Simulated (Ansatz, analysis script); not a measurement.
Computed results, one entry a study.

```xyz
4
Lattice="3.976 0.000 0.000 -1.988 3.443 0.000 0.000 0.000 6.432" Properties=species:S:1:pos:R:3 pbc="T T T" subject="MnS (Rambergite): E(q) by the generalised Bloch theorem" method="PBEsol with U = 4 eV on Mn d (ortho-atomic projectors), PAW set soft_1 (files made for PBE); spin spirals by the generalised Bloch theorem, no spin–orbit coupling (and 2 further levels or steps)" program="Ansatz 0.2.0 and analysis script 1" settings_of_one_run="cutoff 420 eV, 12×12×4 k-mesh, Fermi-Dirac occupations, smearing width 0.05 eV, cone angle 90 °, directions locked on, wavevectors 10, starting moments 4.29 -4.29 0 0 μB" notes="The database entry behind the starting cell differs from later determinations by our own check (about 0.3 % short against later determinations). In doubt: warnings of the run leave room for a lower electronic state (Ansatz), so energies may not be the lowest and differences between runs may mislead. The program’s warnings: symmetry auto disabled. No spin model is given, since this treatment keeps to cells with one magnetic atom. States with other phases between the sublattices can lie lower than any point of this path." lowest_point_of_the_path="q = (0.333, 0.333, 0), -32.0 meV a magnetic atom from q = 0" highest_point="24.3 meV a magnetic atom"
Mn    0.000    2.296    0.000
Mn    1.988    1.148    3.216
S     0.000    2.296    2.476
S     1.988    1.148    5.692
```

[Logs and program files are shortened in this print: banners, set-up blocks, solver, clock and traceback lines can be left out without a mark of their own.]

[Logs are printed without paths, hosts, clocks, repeated set-up lines and the standing remarks that a program may print on its own settings, such as how far it seeks lower states.]

[Hosts, paths, dates, database ids (printed as entryN), source tags and the programs' standing remarks are cut or masked in the printed files.]
